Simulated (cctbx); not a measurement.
**Resonant diffraction in BaHoB12**

Space group P4/mmm (no. 123), a = 4.1360 Å, b = 4.1360 Å, c = 8.3320 Å, α = 90.00°, β = 90.00°, γ = 90.00°.

```
atom  mult.       x    y       z  Ueq (Å²)
 Ho1      1       0    0       0    0.0127
 Ba1      1       0    0     1/2    0.0140
  B1      8  0.8016  1/2  0.7513    0.0329
  B2      2     1/2  1/2  0.6045    0.0320
  B3      2     1/2  1/2  0.0926    0.0274
```

The model is made up (kin elements in a known structure type, no relaxation), so it says nothing on whether the phase exists.

Calculated with cctbx: free-atom f′ and f″ from the Sasaki tables, no fine structure; amplitudes in electrons.

```csv
E (eV),F 1 0 3,F 0 1 1,F 0 2 1,F 1 1 0
7471,6.4,6.9,6.9,96.0
7821,5.0,5.4,5.3,94.5
7951,4.6,4.8,4.6,93.1
8011,4.8,4.8,4.5,91.7
8041,5.3,5.2,4.8,90.3
8056,6.2,6.0,5.5,88.9
8063,7.1,6.9,6.3,87.7
8067,8.2,8.0,7.2,86.3
8075,7.8,7.5,6.7,86.9
8079,6.2,5.9,5.2,88.5
8086,4.9,4.5,4.0,89.9
8101,3.6,3.2,2.8,91.4
8131,2.5,2.3,2.1,92.9
8221,2.0,2.2,2.3,94.8
8471,2.5,3.0,3.2,96.4
```

**Question.** Which edge is crossed, and why do the reflections move as they do?

The L3 edge of Ho. The edge is at 8071 eV. f′ of Ho falls from -11.9 e at 7951 eV to -19.0 e at 4 eV below it, and f″ steps from 3.69 to 10.57 e across it. Over that approach |F| changes by +78 % (1 0 3), +67 % (0 1 1), +57 % (0 2 1) and -7 % (1 1 0): a reflection falls where Ho scatters in phase with the total and rises where it scatters against it; it hardly moves where the Ho term is small or cancels by symmetry. Above the edge the larger f″ enters the imaginary part, where it can add to or cancel the other atoms' f″. The structure is centrosymmetric, so Friedel mates stay equal.

[Logs are printed without paths, hosts, clocks, repeated set-up lines and the standing remarks that a program may print on its own settings, such as how far it seeks lower states.]
